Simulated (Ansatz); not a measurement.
## LiSc (hypothetical, Pm-3m): phonons against volume

Wanted: mode Grüneisen parameters of LiSc (hypothetical) and a free-energy fit over volumes. The crystal structure is hypothetical: it was made by swapping elements on a known structure type.

Program: Ansatz 0.2.0. Level of theory: DFT PBEsol, scalar-relativistic, plane waves, PAW. Results are calculated unless marked as measured.

## 1. The starting structure

It takes space group Pm-3m (No. 221, cubic). Conventional cell: a = 3.231 Å, b = 3.231 Å, c = 3.231 Å, α = 90.00°, β = 90.00°, γ = 90.00°. Nearest to Sc lie 8 Li at 2.80 Å. Nearest to Li lie 8 Sc at 2.80 Å. Farther neighbours are not listed.

As a file:

```cif
data_structure
_symmetry_space_group_name_H-M 'P 1'
_symmetry_Int_Tables_number 1
_cell_length_a 3.2313
_cell_length_b 3.2313
_cell_length_c 3.2313
_cell_angle_alpha 90.000
_cell_angle_beta 90.000
_cell_angle_gamma 90.000
_cell_volume 33.74
loop_
_atom_site_label
_atom_site_type_symbol
_atom_site_fract_x
_atom_site_fract_y
_atom_site_fract_z
_atom_site_occupancy
Sc1 Sc 0.50000 0.50000 0.50000 1
Li2 Li 0.00000 0.00000 0.00000 1
```

## 2. A first coarse run

Before spending time, one coarse run tells the gap and the pressure of the starting cell.

Contents of input.yaml:

```yaml
crystal:
  lattice:
    - [3.23133, 0.0, 0.0]
    - [0.0, 3.23133, 0.0]
    - [0.0, 0.0, 3.23133]
  atoms:
    - { symbol: Sc, position: [0.5, 0.5, 0.5] }
    - { symbol: Li, position: [0.0, 0.0, 0.0] }
kpoints:
  mp_grid: { grid: [6, 6, 6] }
hamiltonian:
  xc: pbesol
scf:
  occupations: { method: gaussian, width: 0.1 }
output:
  forces: true
  stress: true
  eigenvalues: true
```

Started as:

```bash
$ ansatz run input.yaml --threads 4 --pin off --max-ram 8192MiB --backend cpu --events-out ev --progress --plain --runs-dir out
```

Numbers of over 12 decimals in the logs are rounded to 6 here.

What it wrote:

```text
Engine: ansatz 0.2.0, aarch64-unknown-linux-gnu
Pseudopotentials: kind: paw
Pseudopotential: Sc, paw, valence charge 11, recommended cutoff 420 eV (normal), Sc.paw.azcp
Pseudopotential: Li, paw, valence charge 3, recommended cutoff 420 eV (normal), Li.paw.azcp
Functional definition: PBEsol
  exchange = pbesol_x
  correlation = pbesol_c
Crystal: 2 atoms, lattice volume = 33.740 Å³
Basis set: ecut = 420 eV, 691 PW (Γ), exchange–correlation on 48×48×48 points (8 copies of the dense FFT grid, shifted against one another)
Bands: 11, of which v1, the nominal top of the filled ones, is band 7 counted from 1 (6 counted from 0)
Symmetry: 48 space group operations
Space group: Pm-3m (ITA 221), of the structure as read, at distance tolerance 3.2e-5 Å
k-points: 20 of 216
Non-local potential: Sc, projectors of the file, l = 0: 3, l = 1: 2, l = 2: 3, l = 3: 1
Non-local potential: Li, projectors of the file, l = 0: 3, l = 1: 2, l = 2: 1
PAW form: soft (Blöchl's): semilocal exchange-correlation on the pseudo side does not see the compensation charge
PAW frozen core: Sc, regenerated for the run's functional, and the local potential with it (the file was generated under x = pbe(κ = 0.804, μ = 0.219515), c = pbe(β = 0.066725))
PAW one-centre angular grid: Sc, 590 points (default); XC on 64 Gauss nodes
PAW one-centre angular grid: Li, 110 points (default); XC on 64 Gauss nodes
Initial density: superposition of atomic densities (neutral atoms: chi_scale 0, normalization atom), corrected by the library's trained network
Initial wavefunctions: pseudopotential atomic-orbital guess
Functional: x = pbesol(κ = 0.804, μ = 0.123457), c = pbesol(β = 0.046)
SCF iter   1: F=—  HF=-2313.690487 eV  |F-HF|=—  |Δ(HF+E_count)|=         —  Δρ=4.24e-3  dr2=5.92e-3  ethr=1.77e-3  ⟨swp⟩=4.1  Hψ=1070  notcnv=0
preconditioner: auto → none  [metal: Δε(μ)=0.074 eV  Ē_g=3.209 eV  σ=0.100 eV  W_gap=0.40  n_scr=6 (ndim 8)  ℏωp=12.8 eV  f_vac=0.000  D(μ)=2.33/eV (n_scr^D=26)  sad-step TF]
SCF iter   2: F=—  HF=-2313.688073 eV  |F-HF|=—  |Δ(HF+E_count)|=   2.41e-3  Δρ=1.52e-3  dr2=6.26e-4  ethr=4.23e-5  ⟨swp⟩=2.4  Hψ=482  notcnv=0
SCF iter   3: F=—  HF=-2313.687839 eV  |F-HF|=—  |Δ(HF+E_count)|=   2.34e-4  Δρ=3.61e-4  dr2=3.13e-5  ethr=4.47e-6  ⟨swp⟩=2.1  Hψ=335  notcnv=0
SCF iter   4: F=—  HF=-2313.687856 eV  |F-HF|=—  |Δ(HF+E_count)|=   1.69e-5  Δρ=9.57e-5  dr2=3.94e-6  ethr=2.23e-7  ⟨swp⟩=2.7  Hψ=336  notcnv=0
iter 5 did not close the SCF: its close was put off for the readings that it lacked (scf_convergence_deferred on its scf_iter line)
SCF iter   5: F=-2313.687856 eV  HF=-2313.687856 eV  |F-HF|=5.69e-9  |Δ(HF+E_count)|=   7.23e-7  Δρ=1.12e-5  dr2=4.01e-8  ethr=2.81e-8  ⟨swp⟩=2.6  Hψ=338  notcnv=0
SCF iter   6: F=-2313.687856 eV  HF=-2313.687856 eV  |F-HF|=5.41e-11  |Δ(HF+E_count)|=   9.59e-9  Δρ=1.13e-6  dr2=1.96e-10  ethr=2.86e-10  ⟨swp⟩=2.0  Hψ=672  notcnv=0
SCF 1 converged in 6 iterations: F = -2313.687856 eV  dr2 = 1.96e-10
  greatest PAW one-centre occupation: 1.000 electrons in one spin orbital (limit 2), on the Li atom at site 1 (counted from 0), in its partial waves of l = 0
SCF converged after 6 iterations
Free energy (F): -2313.687856 eV
Harris-Foulkes:  -2313.687856 eV  (|F-HF|=5.41e-11)
Internal energy: -2313.675952 eV  (E = F + TS)
E sigma→0 (E₀):  -2313.681904 eV
Entropy (-TS):   -0.011903 eV (-5.952 meV/atom)
Fermi energy:    7.889679 eV
--- Per-component energies (eV) ---
  E_band       = -248.788216
  E_kinetic    = 285.316036
  E_local      = -975.004998  (includes V_loc(G=0)·N_el)
  E_nonlocal   = 52.327148
  E_hartree    = 329.629988
  E_xc         = -114.321410
  E_vxc        = -142.816978  (∫ρ·V_xc dr)
  E_paw        = -951.979083  (= ΣΔE_a)
  E_vpaw       = -127.869460  (= ΣTr[D̂ρ^β])
  E_aug_tail   = 0.000020  (compensation charges beyond the density's cutoff)
  E_ewald      = -939.772679
  E_core_change = 0.129025  (= ΣΔE_core)
  E_smearing   = -0.011903  (= −TS)
  E_closure    = -0.000000  (closes the sum)
  Σ components = -2313.687856   (vs F -2313.687856, Δ=0.00e0)
--- Forces (eV/Å), atoms counted from 1 ---
  atom   1  Sc     0.00000000    -0.00000000    -0.00000000
  atom   2  Li    -0.00000000    -0.00000000     0.00000000
  max |Σ_I F_I| component: 8.30e-30 eV/Å
--- Stress (GPa, compression-positive) ---
       10.557697       0.000000       0.000000
        0.000000      10.557697       0.000000
        0.000000       0.000000      10.557697
  P = ⅓ Tr σ = 10.5577 GPa (105.577 kbar)
--- Band table (eV; the first three rows and the last of 20) ---
  k-point 0: bands = [... 3 lower, -19.8871, -19.8871, 3.0802, 7.8182, 7.8182, 11.2174, 11.2174, 11.2174]
  k-point 1: bands = [... 3 lower, -19.8815, -19.8815, 3.4549, 7.8402, 7.9570, 10.6958, 10.6958, 11.2509]
  k-point 2: bands = [... 3 lower, -19.8702, -19.8702, 4.3836, 7.5873, 8.2606, 9.9542, 9.9542, 11.3191]
  k-point 19: bands = [... 3 lower, -20.0724, -20.0724, 6.8821, 6.8821, 6.8821, 12.1146, 12.1146, 13.4087]
```

Run time: 0.53 s. Hardware: 4 threads of Arm Neoverse N1, shared host; peak memory 0.28 GiB.

The column dr2 measures how far the density is from self-consistency, as an energy; F and HF (Harris–Foulkes) agree once it is small.

Numbers from this step:

| Quantity | Value |
| --- | --- |
| pressure | 10.56 GPa |
| volume per atom | 16.87 Å³ |
| gap on the k-mesh | 0 eV |

The start is under 11 GPa at this level and looks like a metal on this mesh.

## 3. A loose first relaxation

The start is far from rest, so a relaxation with loose thresholds first brings it near the minimum.

input.yaml, as its differences from that of step 2:

```diff
@@ -18 +18,6 @@
   eigenvalues: true
+relax:
+  adjacent_minimum: "off"
+  f_tol: 0.05
+  max_steps: 80
+  cell: { stress_tol: 0.5 }
```

What it wrote:

```text
[...]
Crystal: 2 atoms, lattice volume = 33.740 Å³
Basis set: ecut = 420 eV, 691 PW (Γ), exchange–correlation on 48×48×48 points (8 copies of the dense FFT grid, shifted against one another)
Bands: 11, of which v1, the nominal top of the filled ones, is band 7 counted from 1 (6 counted from 0)
Symmetry: 48 space group operations
[...]
k-points: 20 of 216
[...]
SCF iter   1: F=—  HF=-2313.690487 eV  |F-HF|=—  |Δ(HF+E_count)|=         —  Δρ=4.24e-3  dr2=5.92e-3  ethr=1.77e-3  ⟨swp⟩=4.1  Hψ=1070  notcnv=0
[...]
SCF iter   6: F=-2313.687856 eV  HF=-2313.687856 eV  |F-HF|=5.41e-11  |Δ(HF+E_count)|=   9.59e-9  Δρ=1.13e-6  dr2=1.96e-10  ethr=2.86e-10  ⟨swp⟩=2.0  Hψ=672  notcnv=0
SCF 1 converged in 6 iterations: F = -2313.687856 eV  dr2 = 1.96e-10
[...]
relax step   1: F+E_penalty+E_count = -2313.68785565 eV  Δ(F+E_penalty+E_count) = +0.000e0 eV  max|allowed force component| = 2.104e-30 eV/Å  Δτ_max = 0.0000 Å  P = +10.558 GPa  Ω = 33.740 Å³  (6 SCF iters, dr2 threshold 1.00e-7 eV, accepted)
Crystal: 2 atoms, lattice volume = 38.919 Å³
Basis set: ecut = 420 eV, 751 PW (Γ), exchange–correlation on 48×48×48 points (8 copies of the dense FFT grid, shifted against one another)
[...]
iter 1 solved again at ethr=6.02e-5 eV; its pass at ethr=3.10e-3 eV (dr2=8.43e-3 eV) is discarded
[...]
SCF iter   5: F=-2313.881002 eV  HF=-2313.881002 eV  |F-HF|=7.99e-10  |Δ(HF+E_count)|=   1.30e-6  Δρ=5.90e-6  dr2=9.45e-9  ethr=1.43e-9  ⟨swp⟩=5.0  Hψ=1038  notcnv=0
SCF 2 converged in 5 iterations: F = -2313.881002 eV  dr2 = 9.45e-9
relax step   2: F+E_penalty+E_count = -2313.88100179 eV  Δ(F+E_penalty+E_count) = -1.931e-1 eV  max|allowed force component| = 2.638e-30 eV/Å  Δτ_max = 0.0000 Å  P = +2.246 GPa  Ω = 38.919 Å³  energy of the carried Pulay correction = -3.188e-4 eV  (5 SCF iters, dr2 threshold 2.00e-7 eV, accepted)
Crystal: 2 atoms, lattice volume = 40.601 Å³
[...]
SCF iter   5: F=-2313.894781 eV  HF=-2313.894781 eV  |F-HF|=6.08e-10  |Δ(HF+E_count)|=   8.35e-8  Δρ=2.30e-6  dr2=1.47e-9  ethr=9.01e-10  ⟨swp⟩=2.5  Hψ=713  notcnv=0
SCF 3 converged in 5 iterations: F = -2313.894781 eV  dr2 = 1.47e-9
relax step   3: F+E_penalty+E_count = -2313.89478124 eV  Δ(F+E_penalty+E_count) = -1.378e-2 eV  max|allowed force component| = 4.717e-30 eV/Å  Δτ_max = 0.0000 Å  P = +0.452 GPa  Ω = 40.601 Å³  energy of the carried Pulay correction = -4.076e-4 eV  (5 SCF iters, dr2 threshold 2.00e-7 eV, accepted)
[...]
SCF iter   4: F=-2313.895076 eV  HF=-2313.895076 eV  |F-HF|=5.31e-10  |Δ(HF+E_count)|=   1.73e-6  Δρ=1.69e-6  dr2=5.06e-10  ethr=1.43e-11  ⟨swp⟩=2.8  Hψ=823  notcnv=0
SCF 4 converged in 4 iterations: F = -2313.895076 eV  dr2 = 5.06e-10
relax step   4: F+E_penalty+E_count = -2313.89507565 eV  Δ(F+E_penalty+E_count) = -2.944e-4 eV  max|allowed force component| = 5.797e-30 eV/Å  Δτ_max = 0.0000 Å  P = +0.453 GPa  Ω = 40.601 Å³  stress off target by 4.53e-1 GPa  SCF on the basis re-selected at this cell (its energy is not comparable with the rows above)  (4 SCF iters)
basis re-selected at this cell: Δ(F+E_penalty+E_count) = -2.944e-4 eV, ΔP = +0.002 GPa vs the last step (what re-selecting the basis moved, of the pressure what is left beyond the Pulay correction that the steps carried, after the strain that the cell walked since its last selection, with what the two solves' SCF thresholds leave and, on support functions, any second-order correction that the steps lacked; it is no m [...]
SCF converged after 4 iterations
Free energy (F): -2313.895076 eV
[...]
Internal energy: -2313.880784 eV  (E = F + TS)
E sigma→0 (E₀):  -2313.887930 eV
Entropy (-TS):   -0.014292 eV (-7.146 meV/atom)
Fermi energy:    6.225427 eV
[...]
--- Stress (GPa, compression-positive) ---
        0.453480       0.000000       0.000000
        0.000000       0.453480      -0.000000
        0.000000      -0.000000       0.453480
  P = ⅓ Tr σ = 0.4535 GPa (4.535 kbar)
--- Band table (eV; the first three rows and the last of 20) ---
  k-point 0: bands = [... 3 lower, -22.0726, -22.0726, 1.6259, 6.2212, 6.2212, 8.8841, 8.8841, 8.8841]
  k-point 1: bands = [... 3 lower, -22.0698, -22.0698, 1.9625, 6.2018, 6.3313, 8.4976, 8.4976, 8.9094]
  k-point 2: bands = [... 3 lower, -22.0641, -22.0641, 2.8433, 5.8170, 6.5692, 7.9271, 7.9271, 8.9607]
  k-point 19: bands = [... 3 lower, -22.1717, -22.1717, 5.4813, 5.4813, 5.4813, 9.5841, 9.5841, 10.6948]
--- Relaxed structure (3 steps of the walk, 3 accepted, 1 SCFs on fresh bases) ---
  F+E_penalty+E_count = -2313.89507565 eV   max|allowed force component| = 5.797e-30 eV/Å   (the final SCF, on the basis selected at the relaxed cell)
  cell:  # Å, volume = 40.6007 Å³
    - [3.436987, 0, 0]
    - [0, 3.436987, 0]
    - [0, 0.0, 3.436987]
  atoms:
    - { symbol: Sc, position: [0.5, 0.5, 0.5] }
    - { symbol: Li, position: [0, 0, 0] }
```

The job ended after 2 s (4 threads; peak memory 0.29 GiB; 5.8 s of CPU time).

Step by step:

```
step  energy less that of the first step (eV)  largest force component (eV/Å)  pressure (GPa)  volume (Å³)
   1                                   0.0000                          0.0000           10.56        33.74
   2                                  -0.1931                          0.0000            2.25        38.92
   3                                  -0.2069                          0.0000            0.45        40.60
  4*                                  -0.2072                          0.0000            0.45        40.60
```

Relaxation steps marked * repeat the geometry before them on a plane-wave basis chosen anew for their cell, so energy and pressure can jump there.

Forces are held to the 48 operations that the run works with; a distortion that breaks them can't arise in this run.

```csv
"conventional cell, symmetrised",before,after,change
a (Å),3.231,3.437,+6.4 %
b (Å),3.231,3.437,+6.4 %
c (Å),3.231,3.437,+6.4 %
volume (Å³/atom),16.87,20.30,+20.3 %
```

Final coordinates:

```xyz
2
Lattice="3.4370 0.0000 0.0000 0.0000 3.4370 0.0000 0.0000 0.0000 3.4370" Properties=species:S:1:pos:R:3 pbc="T T T"
Sc    1.7185    1.7185    1.7185
Li    0.0000    0.0000    0.0000
```

This step gave:

```yaml
pressure: 0.4535 GPa
volume_per_atom: 20.30 Å³
```

The relaxation ends with a pressure of 0.45 GPa.

(Part 1 of 5 ends here.)

[Logs are printed without paths, hosts, clocks, repeated set-up lines and the standing remarks that a program may print on its own settings, such as how far it seeks lower states.]

[Hosts, paths, dates, database ids (printed as entryN), source tags and the programs' standing remarks are cut or masked in the printed files.]

[A step with changed settings may run another functional than the one named; its input shows which.]


